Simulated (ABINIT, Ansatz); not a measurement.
# Li3Si (Pm-3m): zone-centre phonons, part 2 of 4

Which modes does Li3Si (Pm-3m) have at the zone centre?

ABINIT 10.8.3; DFT PBEsol, scalar-relativistic, plane waves, PseudoDojo norm-conserving pseudopotentials.

So far. Step 2 (Relaxing the cell and atoms): The volume changes by +1.3 % from the cell with which this run began. Step 3 (Ground state): The cell stands at -0.33 GPa: the relaxation ran with a smoothed and higher cutoff, and the difference is a stress of the finite basis. The relaxed cell has a = 3.923 Å (conventional setting).

The structure was built from a prototype and need not be the compound's stable phase.

### 4. Zone-centre response

At q = 0 one unit cell holds all displacements. The response is solved for single atoms along the cell's directions, and symmetry skips those that follow from others. The crystal is treated as a metal, which screens a static field, so no field response is asked.

dfpt_gamma.abi

```

# common to the responses
getwfk_filepath "gso_WFK"
kptopt 2
nqpt 1
qpt 0.0 0.0 0.0
asr 0
chneut 0

# displacements
rfphon 1
rfatpol 1 4
rfdir 1 1 1
tolvrs 1.0d-10
prtwf 0

# basis, mesh and filling
ecut 33.0
ngkpt 8 8 8
nshiftk 1
shiftk 0.0 0.0 0.0
istwfk *1
occopt 3
tsmear 0.01
nband 12
nstep 100
diemac 1000000.0
prtebands 0
prtgsr 0
useylm 1

# cell and atoms
acell 7.413955669 7.413955669 7.413955669
rprim 
    1.0 0.0 0.0
    0.0 1.0 0.0
    0.0 0.0 1.0
ntypat 2
znucl 14 3
natom 4
typat 1 2 2 2
xred 
    0.0 0.0 0.0
    0.0 0.5 0.5
    0.5 0.0 0.5
    0.5 0.5 0.0
pp_dirpath "./pseudo"
pseudos "Si.upf, Li.upf"
```

Launch:

```bash
OMP_NUM_THREADS=1 mpirun -n 4 abinit dfpt_gamma.abi > dfpt_gamma.log
```

Numbers of over 12 decimals in the logs are rounded to 6 here.

dfpt_gamma.abo, the main output file:

```text
[banners, grids, parts of the stress and lines that vanish by symmetry left out]
- input  file    -> dfpt_gamma.abi
- output file    -> dfpt_gamma.abo
- root for input  files -> dfpt_gammai
- root for output files -> dfpt_gammao

 Symmetries : space group Pm -3 m (#221); Bravais cP (primitive cubic)
================================================================================
 Values of the parameters that define the memory need of the present run (RF).
     intxc =       0      iscf =       7    lmnmax =      18     lnmax =       6
     mgfft =      40  mpssoang =       3    mqgrid =    3001     natom =       4
  nloc_mem =       1    nspden =       1   nspinor =       1    nsppol =       1
      nsym =      48    n1xccc =    2501    ntypat =       2    occopt =       3
   xclevel =       2
-    mband =          12        mffmem =           1         mkmem =          65
-   mkqmem =          65        mk1mem =          65           mpw =        3747
      nfft =       64000          nkpt =         260
- my_mband =          12
================================================================================
================================================================================

--------------------------------------------------------------------------------
------------- Echo of variables that govern the present computation ------------
--------------------------------------------------------------------------------
-
- outvars: echo of selected default values
-   iomode0 =  0 , fftalg0 =312 , wfoptalg0 =  0
-
- outvars: echo of global parameters not present in the input file
-  max_nthreads =    1
-
 -outvars: echo values of preprocessed input variables
 [... echo left out ...]
================================================================================

 chkinp: Checking input parameters for consistency.

[...]
== DATASET  1 ==================================================================
-   mpi_nproc: 4, omp_nthreads: 1 (-1 if OMP is not activated)

--- !DatasetInfo
iteration_state: {dtset: 1, }
dimensions: {natom: 4, nkpt: 260, mband: 12, nsppol: 1, nspinor: 1, nspden: 1, mpw: 3747, }
cutoff_energies: {ecut:  33.0, pawecutdg:  -1.0, }
electrons: {nelect:   1.30000000E+01, charge:   0.00000000E+00, occopt:   3.00000000E+00, tsmear:   1.00000000E-02, }
meta: {optdriver: 1, rfphon: 1, }
...

 mkfilename: getwfk from: gso_WFK

 Real(R)+Recip(G) space primitive vectors, cartesian coordinates (Bohr,Bohr^-1):
 R(1)=  7.4139557  0.0000000  0.0000000  G(1)=  0.1348808  0.0000000  0.0000000
 R(2)=  0.0000000  7.4139557  0.0000000  G(2)=  0.0000000  0.1348808  0.0000000
 R(3)=  0.0000000  0.0000000  7.4139557  G(3)=  0.0000000  0.0000000  0.1348808
 Unit cell volume ucvol=  4.0752096E+02 bohr^3
 Angles (23,13,12)=  9.00000000E+01  9.00000000E+01  9.00000000E+01 degrees
 setup1 : take into account q-point for computing boxcut.

 getcut: wavevector=  0.0000  0.0000  0.0000  ngfft=  40  40  40
         ecut(hartree)=     33.000   => boxcut(ratio)=   2.08635

--- Pseudopotential description ------------------------------------------------
- pspini: atom type   1  psp file is ./pseudo/Si.upf

- pspini: atom type   2  psp file is ./pseudo/Li.upf

   2.03982196E+02                                ecore*ucvol(ha*bohr**3)
--------------------------------------------------------------------------------

 ==>  initialize data related to q vector <==

 The list of irreducible perturbations for this q vector is:
    1)    idir= 1    ipert=   1
    2)    idir= 1    ipert=   2
    3)    idir= 2    ipert=   2

[...]
The perturbation idir=   2  ipert=   1 is
 symmetric of a previously calculated perturbation.
 So, its SCF calculation is not needed.

 The perturbation idir=   3  ipert=   1 is
 symmetric of a previously calculated perturbation.
 So, its SCF calculation is not needed.

 The perturbation idir=   3  ipert=   2 is
 symmetric of a previously calculated perturbation.
 So, its SCF calculation is not needed.

 The perturbation idir=   1  ipert=   3 is
 symmetric of a previously calculated perturbation.
 So, its SCF calculation is not needed.

[...]
The perturbation idir=   2  ipert=   4 is
 symmetric of a previously calculated perturbation.
 So, its SCF calculation is not needed.

 The perturbation idir=   3  ipert=   4 is
 symmetric of a previously calculated perturbation.
 So, its SCF calculation is not needed.

--------------------------------------------------------------------------------
 Perturbation wavevector (in red.coord.)   0.000000  0.000000  0.000000
 Perturbation : displacement of atom   1   along direction   1
 Found     8 symmetries that leave the perturbation invariant.

[...]
dfpt_looppert : total number of electrons, from k and k+q
  fully or partially occupied states are    1.300000E+01 and    1.300000E+01.
 Initialisation of the first-order wave-functions :
  ireadwf=   0

--- !BeginCycle
iteration_state: {dtset: 1, }
solver: {iscf: 7, nstep: 100, nline: 4, wfoptalg: 0, }
tolerances: {tolvrs: 1.00E-10, }
...

     iter   2DEtotal(Ha)        deltaE(Ha) residm    vres2
-ETOT  1   2.210304     -8.154E+01 2.445E+00 1.831E+03
 ETOT  2   1.744931     -4.654E-01 3.457E-03 2.383E+01
 ETOT  3   1.739515     -5.416E-03 2.809E-04 2.422E+00
 ETOT  4   1.738994     -5.211E-04 2.949E-06 7.691E-03
 ETOT  5   1.738992     -1.988E-06 1.094E-07 2.650E-04
[...]
At SCF step    9       vres2   =  6.11E-12 < tolvrs=  1.00E-10 =>converged.
[...]
Mean square residual over all n,k,spin=   42.889E-18; max=  60.433E-16

 Thirteen components of 2nd-order total energy (hartree) are
 1,2,3: 0th-order hamiltonian combined with 1st-order wavefunctions
     kin0=   6.39958311E+01 eigvalue=   6.88183455E-01  local=  -4.10106584E+01
 4,5,6: 1st-order hamiltonian combined with 1st and 0th-order wfs
 loc psp =  -5.11224418E+01  Hartree=   2.02912413E+01     xc=  -7.51079072E+00
 note that "loc psp" includes a xc core correction that could be resolved
 7,8,9: eventually, occupation + non-local contributions
    edocc=   7.75708063E+00     enl0=   3.77958024E+01   enl1=  -1.12890938E+02
 1-9 gives the relaxation energy (to be shifted if some occ is /=2.0)
   erelax=  -8.20066899E+01
 10,11,12 Non-relaxation  contributions : frozen-wavefunctions and Ewald
 fr.local=   4.58456123E+00 fr.nonlo=   6.06980563E+01  Ewald=   2.03395399E+01
 13,14 Frozen wf xc core corrections (1) and (2)
 frxc 1  =  -7.51299470E+00  frxc 2 =   5.63651914E+00
 Resulting in :
 2DEtotal=    0.1738992025E+01 Ha. Also 2DEtotal=    0.473203836732E+02 eV
    (2DErelax=   -8.2006689862E+01 Ha. 2DEnonrelax=    8.3745681887E+01 Ha)
    (  non-var. 2DEtotal :    1.7389920878E+00 Ha)

[...]
Perturbation wavevector (in red.coord.)   0.000000  0.000000  0.000000
 Perturbation : displacement of atom   2   along direction   1
 Found     8 symmetries that leave the perturbation invariant.

[...]
dfpt_looppert : total number of electrons, from k and k+q
  fully or partially occupied states are    1.300000E+01 and    1.300000E+01.
 Initialisation of the first-order wave-functions :
  ireadwf=   0

--- !BeginCycle
iteration_state: {dtset: 1, }
solver: {iscf: 7, nstep: 100, nline: 4, wfoptalg: 0, }
tolerances: {tolvrs: 1.00E-10, }
...

     iter   2DEtotal(Ha)        deltaE(Ha) residm    vres2
-ETOT  1   2.259100     -1.911E+03 2.243E+01 4.798E+02
[...]
At SCF step    9       vres2   =  2.51E-11 < tolvrs=  1.00E-10 =>converged.
[...]
Mean square residual over all n,k,spin=   11.597E-17; max=  34.662E-15

 Thirteen components of 2nd-order total energy (hartree) are
 1,2,3: 0th-order hamiltonian combined with 1st-order wavefunctions
     kin0=   1.90418931E+03 eigvalue=   5.38477778E+02  local=  -5.42852860E+02
 4,5,6: 1st-order hamiltonian combined with 1st and 0th-order wfs
 loc psp =  -1.15080269E+03  Hartree=   3.95874956E+02     xc=  -1.84316059E+02
 note that "loc psp" includes a xc core correction that could be resolved
 7,8,9: eventually, occupation + non-local contributions
    edocc=   2.46141632E+01     enl0=  -2.24368642E+02   enl1=  -2.67243460E+03
 1-9 gives the relaxation energy (to be shifted if some occ is /=2.0)
   erelax=  -1.91161864E+03
 10,11,12 Non-relaxation  contributions : frozen-wavefunctions and Ewald
 fr.local=   5.64219388E+02 fr.nonlo=   1.33575426E+03  Ewald=   1.34422859E+01
 13,14 Frozen wf xc core corrections (1) and (2)
 frxc 1  =   0.00000000E+00  frxc 2 =   0.00000000E+00
 Resulting in :
 2DEtotal=    0.1797298281E+01 Ha. Also 2DEtotal=    0.489069777152E+02 eV
    (2DErelax=   -1.9116186406E+03 Ha. 2DEnonrelax=    1.9134159388E+03 Ha)
    (  non-var. 2DEtotal :    1.7972970643E+00 Ha)

[...]
Perturbation wavevector (in red.coord.)   0.000000  0.000000  0.000000
 Perturbation : displacement of atom   2   along direction   2
 Found     4 symmetries that leave the perturbation invariant.

--------------------------------------------------------------------------------

--------------------------------------------------------------------------------

 dfpt_looppert : total number of electrons, from k and k+q
  fully or partially occupied states are    1.300000E+01 and    1.300000E+01.
 Initialisation of the first-order wave-functions :
  ireadwf=   0

--- !BeginCycle
iteration_state: {dtset: 1, }
solver: {iscf: 7, nstep: 100, nline: 4, wfoptalg: 0, }
tolerances: {tolvrs: 1.00E-10, }
...

     iter   2DEtotal(Ha)        deltaE(Ha) residm    vres2
-ETOT  1   2.113532     -1.909E+03 2.228E+01 1.119E+03
[...]
ETOT  8   1.483918     -4.775E-12 2.057E-12 3.772E-10
 ETOT  9   1.483918      6.594E-12 4.204E-14 1.103E-11

 At SCF step    9       vres2   =  1.10E-11 < tolvrs=  1.00E-10 =>converged.
[...]
Mean square residual over all n,k,spin=   98.224E-18; max=  42.037E-15

 Thirteen components of 2nd-order total energy (hartree) are
 1,2,3: 0th-order hamiltonian combined with 1st-order wavefunctions
     kin0=   1.90086310E+03 eigvalue=   5.36154949E+02  local=  -5.41012664E+02
 4,5,6: 1st-order hamiltonian combined with 1st and 0th-order wfs
 loc psp =  -1.14978556E+03  Hartree=   3.95363774E+02     xc=  -1.83478378E+02
 note that "loc psp" includes a xc core correction that could be resolved
 7,8,9: eventually, occupation + non-local contributions
    edocc=   2.47451582E+01     enl0=  -2.23502169E+02   enl1=  -2.66848199E+03
 1-9 gives the relaxation energy (to be shifted if some occ is /=2.0)
   erelax=  -1.90913378E+03
 10,11,12 Non-relaxation  contributions : frozen-wavefunctions and Ewald
 fr.local=   5.55916246E+02 fr.nonlo=   1.33599817E+03  Ewald=   1.87032819E+01
 13,14 Frozen wf xc core corrections (1) and (2)
 frxc 1  =   0.00000000E+00  frxc 2 =   0.00000000E+00
 Resulting in :
 2DEtotal=    0.1483917934E+01 Ha. Also 2DEtotal=    0.403794640460E+02 eV
    (2DErelax=   -1.9091337759E+03 Ha. 2DEnonrelax=    1.9106176938E+03 Ha)
    (  non-var. 2DEtotal :    1.4839182287E+00 Ha)

[...]
---- first-order wavefunction calculations are completed ----

 ==> Compute Derivative Database <==

 [... matrices left out ...]
  Phonon wavevector (reduced coordinates) :  0.00000  0.00000  0.00000
 Phonon energies in Hartree :
  -1.600369E-05 -1.600369E-05 -1.600369E-05  1.180032E-03  1.180032E-03
   1.180032E-03  1.466479E-03  1.466479E-03  1.466479E-03  1.981613E-03
   1.981613E-03  1.981613E-03
 Phonon frequencies in cm-1    :
- -3.512404E+00 -3.512404E+00 -3.512404E+00  2.589871E+02  2.589871E+02
-  2.589871E+02  3.218549E+02  3.218549E+02  3.218549E+02  4.349137E+02
-  4.349137E+02  4.349137E+02

== END DATASET(S) ==============================================================
================================================================================

 -outvars: echo values of variables after computation
            acell      7.4139556690E+00  7.4139556690E+00  7.4139556690E+00 Bohr
           etotal      1.4839179335E+00
            fcart      0.0000000000E+00  0.0000000000E+00  0.0000000000E+00
           strten      0.0000000000E+00  0.0000000000E+00  0.0000000000E+00
================================================================================
```

Run time: 2.4 min. Hardware: 4 MPI ranks of Intel Xeon at 2.70GHz, shared host.

Read from the output:

```yaml
largest_acoustic_frequency_at_the_zone_centre_before_the_sum_rule: -3.51 cm⁻¹
highest_optical_zone_centre_mode_no_lo_to_term: 434.9 cm⁻¹
lowest_optical_zone_centre_mode: 259.0 cm⁻¹
```

The acoustic modes at Γ come out as far as 3.5 cm⁻¹ from zero, where they should vanish, a small numerical error.

(Part 2 of 4 ends here.)

[Host names and launcher messages were left out of these logs when they were recorded.]

[Logs are printed without paths, hosts, clocks, repeated set-up lines and the standing remarks that a program may print on its own settings, such as how far it seeks lower states.]

[Hosts, paths, dates, database ids (printed as entryN), source tags and the programs' standing remarks are cut or masked in the printed files.]
